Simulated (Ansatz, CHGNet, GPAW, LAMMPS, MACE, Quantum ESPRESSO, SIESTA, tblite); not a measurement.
## tblite runs on glassy 61Al2O3-39P2O5 (mol %) (104 atoms)

Aim: run glassy 61Al2O3-39P2O5 (mol %) (104 atoms) in tblite and see how near its forces come to a plane-wave reference, and at what cost.

Method: the method is named at each step, in tblite 0.8.0.

### 1. Starting point

The cell holds 104 atoms: 22 Al, 14 P and 68 O. Its edges and angles: a = 10.928 Å, b = 10.928 Å, c = 10.928 Å, α = 90.0°, β = 90.0°, γ = 90.0°. 104 atoms (22 Al, 14 P, 68 O) placed at random at 2.66 g/cm³, melted at 4000 K for 10 ps at fixed volume with the Morse and Coulomb pair potential with partial charges (Pedone, Malavasi, Menziani, Cormack and Segre, J. Phys. Chem. B 110, 11780 (2006)). Quenched from 4000 K to 300 K at 50 K/ps and fixed volume, held 10 ps at zero pressure.

The yardstick, on the same geometry:

```
method                                           : Kohn-Sham DFT, PBE, PAW, plane waves (Ansatz 0.2.0); cutoff 420 eV, Γ point, fermi-dirac smearing of 0.05 eV; PAW set soft_2
r.m.s. force component                           : 1.123 eV/Å
longest force                                    : 4.833 eV/Å
pressure                                         : 4.807 GPa
gap (highest filled to lowest empty level) : 3.341 eV
SCF cycles                                       : 9
time                                             : 18 s on 4 threads of Arm Neoverse V2, shared host
CPU time                                         : 67 s
```

### 2. GFN1-xTB

Method: GFN1-xTB tight binding, diagonalisation.

The input, run.py:

```python
import numpy as np
from ase.io import read
from tblite.ase import TBLite

atoms = read("structure.xyz")
atoms.calc = TBLite(method="GFN1-xTB", electronic_temperature=580, accuracy=1.0, max_iterations=250, mixer_damping=0.4, verbosity=1)
energy = atoms.get_potential_energy()
forces = atoms.get_forces()
print(f"energy {energy:.6f} eV")
print("forces (eV/A)")
for i, (a, f) in enumerate(zip(atoms, forces)):
    print(f"{i:4d} {a.symbol:2s} {f[0]:10.5f} {f[1]:10.5f} {f[2]:10.5f}")
stress = -atoms.get_stress(voigt=False) * 160.21766
print("stress (GPa, compression positive)")
for row in stress:
    print(" ".join(f"{x:10.4f}" for x in row))
print("charges (e)")
print(np.array2string(atoms.get_charges(), precision=4, suppress_small=True, max_line_width=110, threshold=100000))
```

The input, structure.xyz:

```xyz
104
Lattice="10.92802 0.00000 0.00000 0.00000 10.92802 0.00000 0.00000 0.00000 10.92802" Properties=species:S:1:pos:R:3 pbc="T T T"
Al 2.02518 5.49581 3.82513
Al 9.35122 0.77217 5.44456
Al 5.14382 6.34404 3.01045
Al 3.98348 8.40496 0.57558
Al 9.10435 6.67298 6.18701
Al 1.71537 5.10666 6.75461
Al 10.86890 8.38343 7.62087
Al 3.02291 6.99907 8.53544
Al 4.60452 0.84933 2.62808
Al 8.82153 3.07722 3.57117
Al 9.23603 8.70854 1.20405
Al 4.40366 5.19059 0.63186
Al 5.76759 6.05511 9.06293
Al 2.58776 2.26079 3.81858
Al 0.66661 7.85419 4.93477
Al 5.56826 3.54844 3.62701
Al 8.83989 2.09086 8.93781
Al 8.55577 10.46402 8.17689
Al 10.91021 6.28394 9.15101
Al 4.06260 9.73512 7.29117
Al 0.94910 1.20022 9.69862
Al 3.82197 7.22080 5.29386
P 8.48943 5.93271 2.42679
P 1.04024 9.06687 10.51407
P 6.75395 8.85760 9.99717
P 7.50012 10.34807 3.42025
P 4.81980 4.15461 6.71789
P 9.79325 3.68384 6.38142
P 0.28566 2.38919 1.56019
P 1.51998 0.78441 6.52075
P 1.12854 5.33156 1.10898
P 8.22508 4.81893 10.48609
P 3.94633 2.14309 10.65591
P 6.39191 8.26737 5.50892
P 5.63460 1.52522 8.19219
P 2.80074 9.51590 3.49194
O 0.10229 0.35680 5.96768
O 8.17438 9.70638 2.23030
O 9.69687 0.68792 9.05485
O 6.78685 5.16863 10.18295
O 3.55576 8.83082 4.62594
O 3.54909 9.22347 2.21041
O 9.93379 2.36734 2.43247
O 2.12801 1.72291 5.44937
O 0.29047 4.10271 6.44546
O 9.44279 9.15211 7.81244
O 6.18187 0.06688 2.95133
O 8.04641 8.51173 10.74487
O 1.58751 5.76158 8.45162
O 4.41700 3.56002 10.86671
O 3.05777 0.08021 3.55051
O 5.24862 4.26127 5.23944
O 3.58854 6.82018 6.83176
O 6.45289 7.63268 9.12359
O 5.57613 7.29270 4.67053
O 7.08070 6.31377 2.89625
[... 44 atom lines left out ...]
O 0.98757 8.60461 6.45474
O 9.57371 2.67715 5.26774
O 5.39637 8.89716 6.42644
O 9.25243 7.15184 1.97284
```

Run with:

```sh
OMP_NUM_THREADS=1 python run.py > output.txt
```

What it wrote:

```text
------------------------------------------------------------
  cycle        total energy    energy error   density error
------------------------------------------------------------
      1     -363.8786854485  -3.6526363E+02   1.0403173E+00
      2     -363.5632955029   3.1538995E-01   7.8660786E-01
      3     -337.8873574279   2.5675938E+01   6.4371326E-01
      4     -389.5945952860  -5.1707238E+01   2.4988876E-01
      5     -389.9553976846  -3.6080240E-01   1.0551545E-01
      6     -391.1147309572  -1.1593333E+00   4.7474848E-02
      7     -391.2558332258  -1.4110227E-01   2.7221565E-02
      8     -391.2809329852  -2.5099759E-02   1.6817737E-02
      9     -391.2927719610  -1.1838976E-02   8.9918795E-03
     10     -391.2979202071  -5.1482461E-03   4.3458745E-03
     11     -391.2994726036  -1.5523966E-03   1.3688449E-03
     12     -391.2996096256  -1.3702194E-04   5.8366692E-04
     13     -391.2996381907  -2.8565165E-05   2.3291256E-04
     14     -391.2996394183  -1.2276059E-06   1.4597839E-04
     15     -391.2996404122  -9.9385034E-07   9.2245974E-05
     16     -391.2996409646  -5.5241651E-07   4.0404642E-05
     17     -391.2996410926  -1.2798949E-07   1.8717246E-05
------------------------------------------------------------
 total:                                   6.166 sec
energy -10647.805585 eV
forces (eV/A)
   0 Al   -0.05191    0.92993   -0.01665
   1 Al    1.33640    0.86985    2.46519
   2 Al    1.00702   -0.25242   -0.82346
   3 Al    0.69485   -0.67889    1.39710
   4 Al   -0.08093    0.12511    0.24108
   5 Al   -0.24484    1.31187   -0.18355
   6 Al   -0.83689   -0.21536    1.73326
   7 Al    0.27294    0.18229   -0.82447
   8 Al   -0.58643   -0.36988    0.57273
   9 Al   -0.03666    0.26350    0.52301
  10 Al   -0.23131    0.00190   -1.04257
  11 Al   -0.43840    0.80619    0.26318
  12 Al   -0.87949    0.14235    0.15940
  13 Al   -0.33048   -0.58212    0.19673
  14 Al   -0.02069   -0.26198    0.51625
  15 Al    0.17675    0.36752   -0.35939
  16 Al   -1.37161    0.78106    1.67852
  17 Al   -0.03784    1.70709   -0.35133
  18 Al   -0.52477    0.13464   -0.34436
  19 Al   -0.60315   -0.20529    0.19766
  20 Al   -0.59893   -0.67045   -1.40395
  21 Al   -0.42472    0.30807   -2.21778
  22 P    -1.73384   -0.50201    0.74812
  23 P     0.18880   -0.88206   -0.49842
[...]
96 O     1.38908   -0.86490   -0.94865
  97 O     0.19687   -0.37340    0.05069
  98 O    -0.54548   -0.15101    0.24363
  99 O     0.20281   -0.79419    0.76725
 100 O     3.00944    1.23386   -1.75044
 101 O    -0.74114   -1.99327   -2.62478
 102 O     0.49928    1.17167    0.89018
 103 O     1.33894    0.98363    0.81244
stress (GPa, compression positive)
    9.4535    -0.2296    -0.6475
   -0.2296    14.4969     2.3327
   -0.6475     2.3327    12.0689
charges (e)
[ 0.6604  0.6067  0.658   0.6123  0.632   0.6563  0.6867  0.6611  0.6037  0.5734  0.576   0.6443  0.6109
  0.6278  0.6472  0.6212  0.5869  0.624   0.628   0.6079  0.5952  0.6738  0.5637  0.5665  0.5641  0.562
  0.5608  0.5652  0.5599  0.5657  0.5582  0.5568  0.5585  0.5623  0.5597  0.5645 -0.3132 -0.2692 -0.3877
 -0.2931 -0.3492 -0.3381 -0.2974 -0.3227 -0.2923 -0.44   -0.2744 -0.3086 -0.3765 -0.2951 -0.2994 -0.2893
 -0.463  -0.2984 -0.3029 -0.3233 -0.1976 -0.4122 -0.3003 -0.3008 -0.416  -0.2783 -0.4231 -0.2823 -0.2976
 -0.4122 -0.3134 -0.451  -0.2122 -0.2875 -0.2777 -0.3782 -0.2778 -0.4569 -0.4114 -0.2175 -0.2612 -0.3128
 -0.2642 -0.273  -0.3571 -0.253  -0.307  -0.3208 -0.2845 -0.307  -0.2957 -0.3003 -0.293  -0.3036 -0.298
 -0.2777 -0.3867 -0.2083 -0.3222 -0.3173 -0.1978 -0.2795 -0.4558 -0.4018 -0.4494 -0.2576 -0.2716 -0.2668]
```

It took 6.7 s on 1 thread of Arm Neoverse V2, shared host; peak memory 0.14 GiB.

Banners, paths, timers and routine set-up lines are dropped from the logs unmarked, and long logs keep their key lines alone; longer cuts are marked.

Numbers from this run, and their distance from the reference:

- r.m.s. force component: 0.9711 eV/Å
- r.m.s. difference of force components: 456.7 meV/Å
- longest difference of force vectors: 2060 meV/Å
- force difference over r.m.s. force: 40.65 %
- slope of forces against the reference's: 0.7909
- correlation of force components: 0.915
- pressure: 12.01 GPa
- pressure difference: 7.2 GPa

Length of the force difference by element (eV/Å):

```csv
element,atoms,mean,most
Al,22,1.0,2.1
O,68,0.48,1.3
P,14,0.97,1.9
```

Local excerpt of 12 atoms (numbers count through the whole input) about P24, one of the 14 P atoms; x, y, z are measured from there.

```
atom      x      y      z  distance (Å)  bonds  Mulliken charge (e)     Fx     Fy  Fz (eV/Å)
 P24   0.00   0.00   0.00          0.00      4                 0.57   0.19  -0.88      -0.50
 O64   0.28   1.35  -0.56          1.49      2                -0.28   0.91   2.58      -0.87
 O92  -1.12   0.15   1.01          1.51      2                -0.28  -2.25  -0.35       2.37
 O98   1.26  -0.65   0.55          1.52      2                -0.28   0.20  -0.37       0.05
 O88  -0.52  -0.88  -1.16          1.54      3                -0.30  -0.08  -1.27      -0.53
 O90  -0.65  -3.03   0.39          3.12      2                -0.30   0.55  -0.56       1.23
 O63   2.42  -0.33  -1.96          3.13      2                -0.42   0.04   0.66       0.67
Al21  -0.09   3.06  -0.82          3.17      4                 0.60  -0.60  -0.67      -1.40
 Al7  -1.10  -0.68  -2.89          3.17      4                 0.69  -0.84  -0.22       1.73
 Al4   2.94  -0.66   0.99          3.17      4                 0.61   0.69  -0.68       1.40
Al11  -2.73  -0.36   1.62          3.20      4                 0.58  -0.23   0.00      -1.04
Al19  -1.06  -2.78  -1.36          3.27      5                 0.63  -0.52   0.13      -0.34
```

Atoms are counted from 1 here, from 0 in the log.

Forces lie 41 % from the reference's, at 0.10 times its CPU time (on 1 against 4 cores).

### 3. Outcome

```json
{
 "force difference from the reference": "tblite GFN1-xTB, 41 %",
 "its CPU time": "6.7 s"
}
```

**Reading.** Tight binding differs by 41 % (tblite GFN1-xTB); it is another model, with fitted parameters of its own, and the xTB methods hold dispersion. One electronic-structure run takes under half the reference's CPU time: tblite GFN1-xTB, at 41 % in 6.7 s against 67 s; its pressure misses by +7.2 GPa. Periodic xTB results under one method name differ between programs and library versions. The quench rate of 50 K/ps is many orders above laboratory rates, so the cell is likely richer in defects and strain than a real sample. The network of bonds at the start is that of the classical potential that made the cell, and needn't be the one that DFT or experiment would give. The reference's stress is far from hydrostatic: its diagonal is 1.7, 7.8, 4.9 GPa, compression counted positive. The electronic-structure runs sample only Γ, in a cell whose shortest periodic width is 11 Å.

[Also dropped from logs without a mark: logging warnings of Python, and SIESTA's first energy breakdown and zero terms.]

[Logs are printed without paths, hosts, clocks, repeated set-up lines and the standing remarks that a program may print on its own settings, such as how far it seeks lower states.]

[Hosts, paths, dates, database ids (printed as entryN), source tags and the programs' standing remarks are cut or masked in the printed files.]
